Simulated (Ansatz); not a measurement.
# RbSe4F (built on the sites of a database entry of RbClO4): phonons and vibrational spectra

Aim: the phonons of RbSe4F (built on the sites of a database entry of RbClO4) at a cell relaxed beforehand at this level.

Method: DFT LDA, scalar-relativistic, plane waves, norm-conserving pseudopotentials, in Ansatz 0.2.0.

The structure was built from a prototype and need not be the compound's stable phase.

## 1. The starting structure

It takes space group F-43m (No. 216, cubic). The conventional cell has a = 8.956 Å, b = 8.956 Å, c = 8.956 Å, α = 90.00°, β = 90.00°, γ = 90.00°. Nearest to Rb lie 12 Se at 3.67 Å. Nearest to F lie 4 Se at 2.22 Å. Nearest to Se lie 1 F at 2.22 Å and 3 Se at 2.71 Å and 3 Rb at 3.67 Å. Farther neighbours and most contacts between anions are not listed.

## 2. Modes at Γ

The cell comes from relaxations at this level that are not shown. The zone centre is the only wavevector solved here; it holds the modes that light can see, as far as symmetry allows. No field response is asked, since the mesh shows no gap.

input.yaml reads:

```yaml
crystal:
  lattice:
    - [0.0, 4.4778237089, 4.4778237089]
    - [4.4778237089, 0.0, 4.4778237089]
    - [4.4778237089, 4.4778237089, 0.0]
  atoms:
    - { symbol: Rb, position: [0.5, 0.5, 0.5] }
    - { symbol: F, position: [0.0, 0.0, 0.0] }
    - { symbol: Se, position: [0.1431048228, 0.1431048228, 0.1431048228] }
    - { symbol: Se, position: [0.5706855315, 0.1431048228, 0.1431048228] }
    - { symbol: Se, position: [0.1431048228, 0.1431048228, 0.5706855315] }
    - { symbol: Se, position: [0.1431048228, 0.5706855315, 0.1431048228] }
kpoints:
  mp_grid: { grid: [8, 8, 8] }
hamiltonian:
  xc: lda
  pseudopotentials: { kind: nc }
scf:
  occupations: { method: methfessel_paxton, width: 0.2 }
output:
  eigenvalues: true
phonons:
  method: dfpt
```

On the command line:

```sh
$ ansatz run input.yaml --threads 4 --pin off --max-ram 14336MiB --backend cpu --events-out ev --progress --plain --runs-dir out
```

The program printed:

```text
Engine: ansatz 0.2.0, x86_64-unknown-linux-gnu
Pseudopotentials: kind: nc
Pseudopotential: Rb, nc, valence charge 9, recommended cutoff 571.439111 eV (normal), Rb.nc.azcp (PseudoDojo's, or run here from an input of PseudoDojo's: the run reads no file of this project's for it)
Pseudopotential: F, nc, valence charge 7, recommended cutoff 1142.878222 eV (normal), F.nc.azcp (PseudoDojo's, or run here from an input of PseudoDojo's: the run reads no file of this project's for it)
Pseudopotential: Se, nc, valence charge 16, recommended cutoff 1170.089609 eV (normal), Se.nc.azcp (PseudoDojo's, or run here from an input of PseudoDojo's: the run reads no file of this project's for it)
Functional definition: SPW92
  exchange = slater_x
  correlation = pw_c
Crystal: 6 atoms, lattice volume = 179.569 Å³
Basis set: ecut = 1170.089609 eV, 16361 PW (Γ), exchange–correlation on 144×144×144 points (8 copies of the dense FFT grid, shifted against one another)
Bands: 48, of which v1, the nominal top of the filled ones, is band 40 counted from 1 (39 counted from 0)
Symmetry: 24 space group operations
k-points: 150 of 512 (irreducible under 2 space group operations, time reversal used)
Non-local potential: Rb, projectors of the file, l = 0: 2, l = 1: 2, l = 2: 2
Non-local potential: F, projectors of the file, l = 0: 2, l = 1: 2, l = 2: 1
Non-local potential: Se, projectors of the file, l = 0: 2, l = 1: 2, l = 2: 2
Initial density: superposition of atomic densities (chi_scale 0.1, normalization cell, long waves kept (reshape's long-wave potential 0.00 eV rms))
Initial wavefunctions: pseudopotential atomic-orbital guess
Functional: x = slater, c = lda
SCF iter   1: F=—  HF=-14613.120763 eV  |F-HF|=—  |Δ(HF+E_count)|=         —  Δρ=2.54e-1  dr2=1.64e2  ethr=3.10e-3  ⟨swp⟩=8.4  Hψ=31931  notcnv=0
preconditioner: auto → LDOS  [metal: Δε(μ)=0.000 eV  Ē_g=10.608 eV  σ=0.200 eV  W_gap=0.00  n_scr=50 (ndim 8)  ℏωp=17.1 eV  f_vac=0.201  D(μ)=9.69/eV (n_scr^D=88)  β→1.0]
SCF iter   2: F=—  HF=-14598.200372 eV  |F-HF|=—  |Δ(HF+E_count)|=    1.49e1  S|Δr|=    0.00e0  Δρ=6.03e-2  dr2=1.53e1  ethr=3.10e-3  ⟨swp⟩=5.0  Hψ=17610  notcnv=0  defer=402
SCF iter   3: F=—  HF=-14595.485135 eV  |F-HF|=—  |Δ(HF+E_count)|=    2.72e0  S|Δr|=    0.00e0  Δρ=2.37e-2  dr2=2.21e0  ethr=3.10e-3  ⟨swp⟩=4.2  Hψ=12040  notcnv=0  defer=264
SCF iter   4: F=—  HF=-14594.973526 eV  |F-HF|=—  |Δ(HF+E_count)|=   5.12e-1  S|Δr|=    0.00e0  Δρ=8.86e-3  dr2=2.16e-1  ethr=2.76e-3  ⟨swp⟩=2.0  Hψ=9453  notcnv=0  defer=262
SCF iter   5: F=—  HF=-14594.943082 eV  |F-HF|=—  |Δ(HF+E_count)|=   3.04e-2  S|Δr|=    0.00e0  Δρ=2.96e-3  dr2=2.08e-2  ethr=2.70e-4  ⟨swp⟩=2.0  Hψ=8810  notcnv=0  defer=262
SCF iter   6: F=—  HF=-14594.938376 eV  |F-HF|=—  |Δ(HF+E_count)|=   4.71e-3  S|Δr|=    0.00e0  Δρ=3.96e-4  dr2=2.43e-4  ethr=2.60e-5  ⟨swp⟩=2.1  Hψ=10139  notcnv=0  defer=255
SCF iter   7: F=—  HF=-14594.938345 eV  |F-HF|=—  |Δ(HF+E_count)|=   3.06e-5  S|Δr|=    0.00e0  Δρ=2.14e-4  dr2=1.32e-4  ethr=3.04e-7  ⟨swp⟩=2.4  Hψ=10268  notcnv=0  defer=255
SCF iter   8: F=—  HF=-14594.938299 eV  |F-HF|=—  |Δ(HF+E_count)|=   4.59e-5  S|Δr|=    0.00e0  Δρ=5.34e-5  dr2=9.32e-6  ethr=1.65e-7  ⟨swp⟩=2.0  Hψ=7842  notcnv=0  defer=255
SCF iter   9: F=—  HF=-14594.938305 eV  |F-HF|=—  |Δ(HF+E_count)|=   5.66e-6  S|Δr|=    0.00e0  Δρ=7.89e-6  dr2=2.09e-7  ethr=1.17e-8  ⟨swp⟩=2.0  Hψ=8638  notcnv=0  defer=255
SCF iter  10: F=—  HF=-14594.938019 eV  |F-HF|=—  |Δ(HF+E_count)|=   2.86e-4  S|Δr|=    0.00e0  Δρ=1.41e-6  dr2=4.39e-9  ethr=2.61e-10  ⟨swp⟩=2.1  Hψ=10040  notcnv=0  defer=255
SCF iter  11: F=—  HF=-14594.938019 eV  |F-HF|=—  |Δ(HF+E_count)|=  8.73e-10  S|Δr|=    0.00e0  Δρ=1.14e-7  dr2=1.71e-11  ethr=5.49e-12  ⟨swp⟩=2.2  Hψ=10543  notcnv=0  defer=255
SCF iter  12: F=-14594.938019 eV  HF=-14594.938019 eV  |F-HF|=5.46e-12  |Δ(HF+E_count)|=    0.00e0  S|Δr|=    0.00e0  Δρ=4.46e-8  dr2=4.57e-12  ethr=1.00e-12  ⟨swp⟩=18.0  Hψ=47815  notcnv=0
SCF 1 converged in 12 iterations: F = -14594.938019 eV  dr2 = 4.57e-12
DFPT response loops at Γ: preconditioner auto → none (partly filled bands, converged f_vac=0.219); β = 0.50; Broyden in place of MSR1
the response loops of the zone centre start from zero, take more passes and end by a threshold: the memory limit or budget leaves too little room for the subspace of the ground state's own states beside the solves, or none could be made (phonons.method)
SCF converged after 12 iterations
Stability not checked: this state was not tested for a lower state beside it, because cold or Methfessel-Paxton smearing, or corrected tetrahedra, fill the levels in a way that the test cannot read (fill_not_monotonic; see scf.lower_state_search)
Free energy (F): -14594.938019 eV
Harris-Foulkes:  -14594.938019 eV  (|F-HF|=5.46e-12)
Internal energy: -14594.937272 eV  (E = F + TS)
E sigma→0 (E₀):  -14594.937832 eV
Entropy (-TS):   -0.000747 eV (-0.124 meV/atom)
Fermi energy:    5.463188 eV
--- Per-component energies (eV) ---
  E_band       = -1867.908688
  E_kinetic    = 9162.053207
  E_local      = -14602.688355  (includes V_loc(G=0)·N_el)
  E_nonlocal   = -5650.745781
  E_hartree    = 5685.524167
  E_xc         = -2930.919543
  E_vxc        = -2147.576084  (∫ρ·V_xc dr)
  E_ewald      = -6258.160968
  E_smearing   = -0.000747  (= −TS)
  E_closure    = 0.000000  (closes the sum)
  Σ components = -14594.938019   (vs F -14594.938019, Δ=0.00e0)
--- Band table (eV; the first three rows and the last of 150) ---
  k-point 0: bands = [... 36 lower, 2.3888, 2.3888, 6.0552, 6.0552, 6.0552, 7.1495, 7.1495, 7.1495, ... 4 higher]
  k-point 1: bands = [... 36 lower, 2.3869, 2.3869, 5.8744, 5.8744, 6.0587, 6.8791, 7.1690, 7.1690, ... 4 higher]
  k-point 2: bands = [... 36 lower, 2.3997, 2.3997, 5.4715, 5.4715, 6.0671, 6.3560, 7.2032, 7.2032, ... 4 higher]
  k-point 149: bands = [... 36 lower, 2.4892, 2.4892, 4.9396, 4.9396, 5.6375, 6.0790, 7.2362, 7.2362, ... 4 higher]
--- Phonons (Γ-DFPT): 3 representative perturbations + reference, on 150 of 512 k-points (Σ response iterations 27) ---
  k mesh reduced under 2 symmetry operations, with k and −k counted as one. Each operation leaves every solved perturbation unchanged. A smaller set is not used because it would not reduce the number of displacements times k-points to solve
  ASR residual: 1.081e-4 → 0.000e0 eV/Å²; symmetrization residual: 2.526e-5 eV/Å²
  ASR residual per site (eV/Å²): 5.08e-6 1.07e-4 1.08e-4 1.08e-4 1.08e-4 1.08e-4
  Γ frequencies (cm⁻¹): -132.77 -132.77 -132.77 -132.69 -132.69 0.00 0.00 0.00 58.62 58.62 58.62 68.34 68.34 68.34 196.07 196.07 196.07 268.93
  non-analytic LO–TO correction: not included (Born effective charges unavailable; polar crystals: no LO–TO splitting at Γ)
```

It took 15 min on 4 threads of Intel Xeon Platinum 8488C (Sapphire Rapids), shared host; peak memory 10 GiB; 59 min of CPU time.

In the SCF lines HF is the Harris–Foulkes energy and dr2 the Hartree energy of the density residual, in eV; the loop may stop once dr2 is under the threshold and the program's other checks hold. Hψ counts applications of the Hamiltonian.

Numbers from this step:

```yaml
volume_per_atom: 29.93 Å³
gap_on_the_k_mesh: 0 eV
sum_rule_residual_before_enforcement: 1.08e-4 eV/Å²
point_group: -43m
highest_optical_mode_at_the_zone_centre_no_lo_to_term: 268.9 cm⁻¹
lowest_optical_zone_centre_mode: -132.8 cm⁻¹
```

Patterns of degenerate modes are one choice out of their space. The modes at Γ (shares of kinetic energy by element, %) (negative means imaginary):

```csv
mode,frequency (cm⁻¹),symmetry,Rb %,F %,Se %
1,-132.8,T2,0,11,89
2,-132.8,T2,0,11,89
3,-132.8,T2,0,11,89
4,-132.7,E,0,0,100
5,-132.7,E,0,0,100
6,0.0,acoustic,20,5,75
7,0.0,acoustic,20,5,75
8,0.0,acoustic,20,5,75
9,58.6,T2,80,2,19
10,58.6,T2,80,2,19
11,58.6,T2,80,2,19
12,68.3,T1,0,0,100
13,68.3,T1,0,0,100
14,68.3,T1,0,0,100
15,196.1,T2,0,83,17
16,196.1,T2,0,83,17
17,196.1,T2,0,83,17
18,268.9,A1,0,0,100
```

Displacements in mode 1 (-132.8 cm⁻¹), the largest set to 1:
```
Rb1  0.00  0.01  0.04
F2  -0.08  0.14  1.00
Se3  0.57  0.44 -0.05
Se4 -0.55  0.52  0.04
Se5 -0.42 -0.54 -0.10
Se6  0.43 -0.46 -0.18
```

Displacements in mode 5 (-132.7 cm⁻¹), the largest set to 1:
```
Rb1  0.00  0.00  0.00
F2   0.00  0.00  0.00
Se3  0.82 -1.00  0.18
Se4  0.82  1.00 -0.18
Se5 -0.82  1.00  0.18
Se6 -0.82 -1.00 -0.18
```

Before it was imposed, the acoustic sum rule was missed by 1.1e-4 eV/Å². Small misses are needed for a sound result but don't prove that mesh and cutoff are converged. The lowest optical mode is imaginary, 132.8i cm⁻¹, so the energy falls along it.

## 3. Another isotope

An isotope changes the mass and not the force constants, so no new electronic calculation is needed; the shifts show which modes move this element.

The same force constants with the mass of Se changed from 78.971 to 81.917 u (phonopy, no LO-TO term). Both lists are sorted by frequency; levels can cross, so a row need not hold one and the same mode. Modes under 3 cm⁻¹ are left out. Isotope shifts, by row:

```csv
q,rank,natural mass (cm⁻¹),changed mass (cm⁻¹)
0 0 0,1,-132.8,-130.6
0 0 0,2,-132.8,-130.6
0 0 0,3,-132.8,-130.6
0 0 0,4,-132.7,-130.3
0 0 0,5,-132.7,-130.3
0 0 0,9,58.62,58.42
0 0 0,10,58.62,58.42
0 0 0,11,58.62,58.42
0 0 0,12,68.34,67.1
0 0 0,13,68.34,67.1
0 0 0,14,68.34,67.1
0 0 0,15,196.1,195.5
0 0 0,16,196.1,195.5
0 0 0,17,196.1,195.5
0 0 0,18,268.9,264.1
```

A mode of this element alone would shift by -1.81 %. The highest zone-centre frequency without the field goes from 268.9 to 264.1 cm⁻¹ (-1.8 %).

## 4. What came out

```yaml
space_group_within_0p01_a: F-43m
volume_per_atom: 29.9 Å³
electronic_character: no gap on this mesh
highest_optical_mode_at_the_zone_centre_no_lo_to_term: 269 cm⁻¹
lowest_optical_zone_centre_mode: -133 cm⁻¹
imaginary_modes_at_gamma_the_only_wavevector_solved: yes
```

What this shows: A zone-centre mode is imaginary (132.8i cm⁻¹), so this structure is not a minimum of the energy. The optical modes at Γ span -133 to 269 cm⁻¹ (negative means imaginary). No dispersion was computed. The highest mode in this list at Γ, 268.9 cm⁻¹, is mostly motion of Se (100 % of the kinetic energy). With no gap, or one that is small against the smearing, the frequencies hang on the k mesh and the smearing, most of all near Kohn anomalies. The starting cell was built on a prototype and not taken from a measurement, so the phase need not exist. These are harmonic frequencies at zero temperature: anharmonic shifts, linewidths and thermal expansion are left out.

[Logs are printed without paths, hosts, clocks, repeated set-up lines and the standing remarks that a program may print on its own settings, such as how far it seeks lower states.]

[Hosts, paths, dates, database ids (printed as entryN), source tags and the programs' standing remarks are cut or masked in the printed files.]
